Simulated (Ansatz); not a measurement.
# Ag (Fm-3m, 1 atom in the cell): converging a phonon calculation, part 3 of 3

How do the frequencies of Ag (Fm-3m, 1 atom in the cell) move with q mesh, k mesh and cutoff?

Ansatz 0.2.0; DFT PBE, scalar-relativistic, plane waves, PAW.

So far. Step 4 (Another q mesh, q mesh 2×2×2): The highest branch reaches 158 cm⁻¹ on this path, at L. No branch goes imaginary on this path. Step 5 (Another q mesh, k-mesh 21×21×21, q mesh 3×3×3): The mean frequency is 102.4 cm⁻¹, +0.0 cm⁻¹ against the base run, whose k mesh differs too. The relaxed cell has a = 4.147 Å (conventional setting).

## (13) Another cutoff, cutoff 170 eV, q mesh 2×2×2

The cutoff is set to 170 eV on a small fixed q mesh.

Input file input.yaml:

```yaml
crystal:
  lattice:
    - [0.0, 2.0737002689, 2.0737002689]
    - [2.0737002689, 0.0, 2.0737002689]
    - [2.0737002689, 2.0737002689, 0.0]
  atoms:
    - { symbol: Ag, position: [0.0, 0.0, 0.0] }
kpoints:
  mp_grid: { grid: [20, 20, 20] }
hamiltonian:
  xc: pbe
scf:
  occupations: { method: methfessel_paxton, width: 0.2 }
output:
  eigenvalues: true
phonons:
  method: dfpt
  qmesh: [2, 2, 2]
  temperatures: { t_max: 1000, t_step: 50 }
  qpath:
    path:
      - [[0.0, 0.0, 0.0], [0.5, 0.0, 0.5], [0.625, 0.25, 0.625]]
      - [[0.375, 0.375, 0.75], [0.0, 0.0, 0.0], [0.5, 0.5, 0.5], [0.5, 0.25, 0.75], [0.5, 0.0, 0.5]]
    npoints: 10
basis:
  ecutwfc: 170
```

Run with:

```
$ ansatz run input.yaml --threads 4 --pin off --max-ram 7168MiB --backend cpu --events-out ev --progress --plain --runs-dir out
```

Numbers of over 12 decimals in the logs are rounded to 6 here.

What it wrote:

```text
Warning: basis.ecutwfc = 170 eV is below the records' recommended 420 eV, and the density's cutoff is lower with it unless basis.ecutrho_ratio is high enough to keep the records' density cutoff: compare with a run at a higher cutoff
[...]
Crystal: 1 atoms, lattice volume = 17.835 Å³
Basis set: ecut = 170 eV, 89 PW (Γ), exchange–correlation on 30×30×30 points (8 copies of the dense FFT grid, shifted against one another)
Bands: 14, of which v1, the nominal top of the filled ones, is band 10 counted from 1 (9 counted from 0)
Symmetry: 48 space group operations
k-points: 256 of 8000
[...]
SCF iter   1: F=—  HF=-7564.963176 eV  |F-HF|=—  |Δ(HF+E_count)|=         —  Δρ=3.40e-1  dr2=1.21e1  ethr=1.77e-3  ⟨swp⟩=4.5  Hψ=15649  notcnv=0
[...]
SCF iter   8: F=-7559.378479 eV  HF=-7559.378479 eV  |F-HF|=0.00e0  |Δ(HF+E_count)|=  4.52e-10  S|Δr|=    0.00e0  Δρ=6.83e-8  dr2=8.34e-13  ethr=1.00e-12  ⟨swp⟩=4.5  Hψ=15711  notcnv=0
SCF 1 converged in 8 iterations: F = -7559.378479 eV  dr2 = 8.34e-13
[...]
SCF converged after 8 iterations
[...]
Free energy (F): -7559.378479 eV
[...]
Internal energy: -7559.378257 eV  (E = F + TS)
E sigma→0 (E₀):  -7559.378423 eV
Entropy (-TS):   -0.000222 eV (-0.222 meV/atom)
Fermi energy:    16.556839 eV
[...]
--- Band table (eV; the first three rows and the last of 256) ---
  k-point 0: bands = [... 6 lower, 10.8298, 10.8298, 12.7925, 12.7925, 32.9042, 36.6860, 36.6860, 36.6860]
  k-point 1: bands = [... 6 lower, 11.0335, 11.3537, 12.1473, 12.1473, 32.9764, 35.6641, 36.6244, 36.6244]
  k-point 2: bands = [... 6 lower, 11.0077, 11.3163, 12.0497, 12.0497, 32.8026, 34.3453, 36.7098, 36.7098]
  k-point 255: bands = [... 6 lower, 9.9209, 11.0611, 11.3763, 22.3055, 22.3055, 22.9282, 24.1751, 39.2925]
[...]
ASR residual: 7.484e-5 → 0.000e0 eV/Å²; symmetrization residual: 5.305e-13 eV/Å²
  ASR residual per site (eV/Å²): 7.48e-5
  Γ frequencies (cm⁻¹): 0.00 0.00 0.00
--- Phonons (arbitrary-q DFPT): 3 irreducible q on the 2×2×2 mesh ---
[...]
interpolated dispersion: 62 rows × 3 modes
[...]
zero-point energy: -0.000000 eV/cell   skipped modes (ω ≤ 0): 1533, of them read as no rigid motion or as one in doubt: 1530 (3.000e0 modes/cell left out, lowest -191.79 cm⁻¹)   left out of the sums: 1.00e0 of the cell's modes: C_V's classical limit lies that fraction below 3 k_B per atom; for a crystal, a wire or a layer, F and S can be off by more, and a phonons.interpolated_qmesh denser along its periods is the remedy for the sampling
```

The job ended after 25 s (4 threads of Arm Neoverse N1, shared host; peak memory 1 GiB; 92 s of CPU time).

The run finished; it serves as a test, and its numbers are not taken as the result.

## (14) Another cutoff, cutoff 230 eV, q mesh 2×2×2

The cutoff is set to 230 eV on a small fixed q mesh.

Edit input.yaml of step 13 so:

```diff
@@ -25,2 +25,2 @@
 basis:
-  ecutwfc: 170
+  ecutwfc: 230
```

What it wrote:

```text
[...]
Crystal: 1 atoms, lattice volume = 17.835 Å³
Basis set: ecut = 230 eV, 137 PW (Γ), exchange–correlation on 30×30×30 points (8 copies of the dense FFT grid, shifted against one another)
Bands: 14, of which v1, the nominal top of the filled ones, is band 10 counted from 1 (9 counted from 0)
Symmetry: 48 space group operations
k-points: 256 of 8000
[...]
SCF iter   1: F=—  HF=-7587.648478 eV  |F-HF|=—  |Δ(HF+E_count)|=         —  Δρ=6.93e-2  dr2=3.94e-1  ethr=1.77e-3  ⟨swp⟩=4.2  Hψ=16205  notcnv=0
[...]
SCF iter   8: F=-7587.484571 eV  HF=-7587.484571 eV  |F-HF|=0.00e0  |Δ(HF+E_count)|=  2.73e-12  S|Δr|=    0.00e0  Δρ=8.52e-9  dr2=8.14e-15  ethr=1.00e-12  ⟨swp⟩=5.2  Hψ=12131  notcnv=0
the search or the solves at the SCF's close seem to have found levels that the self-consistency loop had missed (the run counts 1). By its estimate they hold under 1e-12 electrons; where the run keeps them, the occupations were computed again with them
SCF 1 converged in 8 iterations: F = -7587.484571 eV  dr2 = 8.14e-15
[...]
SCF converged after 8 iterations
[...]
Free energy (F): -7587.484571 eV
[...]
Internal energy: -7587.484648 eV  (E = F + TS)
E sigma→0 (E₀):  -7587.484590 eV
Entropy (-TS):   0.000077 eV (0.077 meV/atom)
Fermi energy:    16.410593 eV
[...]
--- Band table (eV; the first three rows and the last of 256) ---
  k-point 0: bands = [... 6 lower, 11.5085, 11.5085, 12.6790, 12.6790, 32.2816, 35.7771, 35.7771, 35.7771]
  k-point 1: bands = [... 6 lower, 11.5302, 11.5302, 12.6751, 12.6751, 32.2874, 35.0641, 35.7996, 35.7996]
  k-point 2: bands = [... 6 lower, 11.5540, 11.5540, 12.4203, 12.4203, 32.0960, 33.6892, 35.8014, 35.8014]
  k-point 255: bands = [... 6 lower, 11.2466, 12.4210, 13.4673, 22.3151, 22.3151, 23.1146, 24.4147, 38.7112]
[...]
ASR residual: 6.192e-6 → 0.000e0 eV/Å²; symmetrization residual: 3.790e-13 eV/Å²
  ASR residual per site (eV/Å²): 6.19e-6
  Γ frequencies (cm⁻¹): 0.00 0.00 0.00
--- Phonons (arbitrary-q DFPT): 3 irreducible q on the 2×2×2 mesh ---
[...]
interpolated dispersion: 62 rows × 3 modes
[...]
```

Run time: 26 s. Hardware: 4 threads; peak memory 0.94 GiB.

The run finished; it serves as a test, and its numbers are not taken as the result.

## (15) Another cutoff, cutoff 290 eV, q mesh 2×2×2

The cutoff is set to 290 eV on a small fixed q mesh.

Edit input.yaml of step 14 so:

```diff
@@ -25,2 +25,2 @@
 basis:
-  ecutwfc: 230
+  ecutwfc: 290
```

What it wrote:

```text
[...]
Crystal: 1 atoms, lattice volume = 17.835 Å³
Basis set: ecut = 290 eV, 181 PW (Γ), exchange–correlation on 36×36×36 points (8 copies of the dense FFT grid, shifted against one another)
Bands: 14, of which v1, the nominal top of the filled ones, is band 10 counted from 1 (9 counted from 0)
Symmetry: 48 space group operations
k-points: 256 of 8000
[...]
SCF iter   1: F=—  HF=-7590.373026 eV  |F-HF|=—  |Δ(HF+E_count)|=         —  Δρ=1.01e-2  dr2=6.14e-3  ethr=1.77e-3  ⟨swp⟩=4.0  Hψ=16420  notcnv=0
[...]
SCF iter   7: F=-7590.371707 eV  HF=-7590.371707 eV  |F-HF|=9.09e-13  |Δ(HF+E_count)|=  3.18e-11  S|Δr|=    0.00e0  Δρ=1.08e-7  dr2=1.92e-12  ethr=1.00e-12  ⟨swp⟩=5.9  Hψ=14027  notcnv=0
SCF 1 converged in 7 iterations: F = -7590.371707 eV  dr2 = 1.92e-12
[...]
SCF converged after 7 iterations
[...]
Free energy (F): -7590.371707 eV
[...]
Internal energy: -7590.372018 eV  (E = F + TS)
E sigma→0 (E₀):  -7590.371784 eV
Entropy (-TS):   0.000312 eV (0.312 meV/atom)
Fermi energy:    16.363336 eV
[...]
--- Band table (eV; the first three rows and the last of 256) ---
  k-point 0: bands = [... 6 lower, 11.7234, 11.7234, 12.6761, 12.6761, 32.1891, 35.5367, 35.5367, 35.5367]
  k-point 1: bands = [... 6 lower, 11.7444, 11.7444, 12.6689, 12.6689, 32.1978, 34.8521, 35.5612, 35.5612]
  k-point 2: bands = [... 6 lower, 11.8031, 11.8031, 12.6562, 12.6562, 32.0286, 33.6049, 35.6216, 35.6216]
  k-point 255: bands = [... 6 lower, 11.4710, 12.6822, 13.5875, 22.1673, 22.1673, 23.0492, 24.3139, 38.5049]
[...]
ASR residual: 8.034e-5 → 0.000e0 eV/Å²; symmetrization residual: 1.273e-11 eV/Å²
  ASR residual per site (eV/Å²): 8.03e-5
  Γ frequencies (cm⁻¹): 0.00 0.00 0.00
--- Phonons (arbitrary-q DFPT): 3 irreducible q on the 2×2×2 mesh ---
[...]
interpolated dispersion: 62 rows × 3 modes
[...]
```

It took 32 s on 4 threads; peak memory 1 GiB; 2 min of CPU time.

The run finished; it serves as a test, and its numbers are not taken as the result.

## (16) Another cutoff, cutoff 360 eV, q mesh 2×2×2

The cutoff is set to 360 eV on a small fixed q mesh.

Edit input.yaml of step 15 so:

```diff
@@ -25,2 +25,2 @@
 basis:
-  ecutwfc: 290
+  ecutwfc: 360
```

What it wrote:

```text
[...]
Crystal: 1 atoms, lattice volume = 17.835 Å³
Basis set: ecut = 360 eV, 283 PW (Γ), exchange–correlation on 40×40×40 points (8 copies of the dense FFT grid, shifted against one another)
Bands: 14, of which v1, the nominal top of the filled ones, is band 10 counted from 1 (9 counted from 0)
Symmetry: 48 space group operations
k-points: 256 of 8000
[...]
k-point 255: bands = [... 6 lower, 11.4924, 12.7097, 13.6299, 22.1535, 22.1535, 23.0442, 24.3081, 38.4656]
[...]
ASR residual: 1.063e-4 → 0.000e0 eV/Å²; symmetrization residual: 6.973e-12 eV/Å²
  ASR residual per site (eV/Å²): 1.06e-4
  Γ frequencies (cm⁻¹): 0.00 0.00 0.00
--- Phonons (arbitrary-q DFPT): 3 irreducible q on the 2×2×2 mesh ---
[...]
interpolated dispersion: 62 rows × 3 modes
[...]
[key lines of the parts left out:]
SCF converged after 6 iterations
Free energy (F): -7590.553851 eV
Fermi energy:    16.367129 eV
```

The job ended after 38 s (4 threads; peak memory 1.2 GiB; 2.4 min of CPU time).

Frequencies (cm⁻¹) solved at each irreducible wavevector; negative means imaginary. Frequencies by wavevector, by row:

```csv
q in reciprocal lattice units,star,mode 1,mode 2,mode 3
0 0 0,1,0,0,0
0 0 -0.5,4,70.7,70.7,157.8
0 -0.5 -0.5,3,105.2,105.2,155.8
```

## (17) Another cutoff, cutoff 550 eV, q mesh 2×2×2

The cutoff is set to 550 eV on a small fixed q mesh.

Edit input.yaml of step 16 so:

```diff
@@ -25,2 +25,2 @@
 basis:
-  ecutwfc: 360
+  ecutwfc: 550
```

What it wrote:

```text
[...]
Crystal: 1 atoms, lattice volume = 17.835 Å³
Basis set: ecut = 550 eV, 531 PW (Γ), exchange–correlation on 48×48×48 points (8 copies of the dense FFT grid, shifted against one another)
Bands: 14, of which v1, the nominal top of the filled ones, is band 10 counted from 1 (9 counted from 0)
Symmetry: 48 space group operations
k-points: 256 of 8000
[...]
k-point 255: bands = [... 6 lower, 11.4921, 12.7094, 13.6292, 22.1516, 22.1516, 23.0428, 24.3068, 38.4469]
[...]
ASR residual: 4.022e-5 → 0.000e0 eV/Å²; symmetrization residual: 1.516e-11 eV/Å²
  ASR residual per site (eV/Å²): 4.02e-5
  Γ frequencies (cm⁻¹): 0.00 0.00 0.00
--- Phonons (arbitrary-q DFPT): 3 irreducible q on the 2×2×2 mesh ---
[...]
interpolated dispersion: 62 rows × 3 modes
[...]
[key lines of the parts left out:]
SCF converged after 6 iterations
Free energy (F): -7590.557749 eV
Fermi energy:    16.366181 eV
```

Elapsed: 66 s, on 4 threads; peak memory 1.7 GiB.

Frequencies (cm⁻¹) solved at each irreducible wavevector; negative means imaginary. Frequencies by wavevector, by row:

```csv
q in reciprocal lattice units,star,mode 1,mode 2,mode 3
0 0 0,1,0,0,0
0 0 -0.5,4,70.8,70.8,157.9
0 -0.5 -0.5,3,105.2,105.2,155.9
```

Against step 4 (now cutoff 550 eV), the highest frequency on the path or at a solved wavevector stays at 158 cm⁻¹. The highest frequency on the path or at a solved wavevector moves by under 1 % between these two settings.

## (18) Outcome

| Quantity | Value |
| --- | --- |
| mean frequency, q mesh 2×2×2 | 103 cm⁻¹ |
| mean frequency, q mesh 3×3×3 | 102 cm⁻¹ |
| lowest mode on the q mesh (acoustic modes at Γ apart), k-mesh 6×6×6 | 71.2 cm⁻¹ |
| lowest mode on the q mesh (acoustic modes at Γ apart), k-mesh 10×10×10 | 71.1 cm⁻¹ |
| lowest mode on the q mesh (acoustic modes at Γ apart), k-mesh 16×16×16 | 70.6 cm⁻¹ |
| lowest mode on the q mesh (acoustic modes at Γ apart), k-mesh 20×20×20 | 70.8 cm⁻¹ |
| lowest mode on the q mesh (acoustic modes at Γ apart), k-mesh 30×30×30 | 70.9 cm⁻¹ |
| lowest mode on the q mesh (acoustic modes at Γ apart), cutoff 170 eV | -192 cm⁻¹ |
| lowest mode on the q mesh (acoustic modes at Γ apart), cutoff 230 eV | 89.2 cm⁻¹ |
| lowest mode on the q mesh (acoustic modes at Γ apart), cutoff 290 eV | 73.7 cm⁻¹ |
| lowest mode on the q mesh (acoustic modes at Γ apart), cutoff 360 eV | 70.7 cm⁻¹ |
| lowest mode on the q mesh (acoustic modes at Γ apart), cutoff 550 eV | 70.8 cm⁻¹ |

Over the whole q mesh series, coarse runs included, the mean frequency runs from 102.4 to 103.3 cm⁻¹; from 2×2×2 on it stays within 0.9 cm⁻¹ of the finest run (4×4×4), against a tolerance of 1.0. The k mesh changes along this series too, so part of the change is its. Over the whole k mesh series, coarse runs included, the lowest mode on the q mesh (acoustic modes at Γ apart) runs from 70.6 to 71.2 cm⁻¹; from 16×16×16 on all solved modes stay within 1.5 cm⁻¹ of the finest run (30×30×30), against a tolerance of 1.6. Over the whole cutoff series, coarse runs included, the lowest mode on the q mesh (acoustic modes at Γ apart) runs from -191.8 to 89.2 cm⁻¹; from 360 eV on all solved modes stay within 0.1 cm⁻¹ of the finest run (550 eV), against a tolerance of 1.6. All runs share the cell relaxed at the base settings, which is not exactly at rest under another k mesh or cutoff. With no gap, or one that is small against the smearing, the frequencies hang on the k mesh and the smearing, most of all near Kohn anomalies. These are harmonic frequencies at zero temperature: anharmonic shifts, linewidths and thermal expansion are left out.

[Logs are printed without paths, hosts, clocks, repeated set-up lines and the standing remarks that a program may print on its own settings, such as how far it seeks lower states.]

[Hosts, paths, dates, database ids (printed as entryN), source tags and the programs' standing remarks are cut or masked in the printed files.]
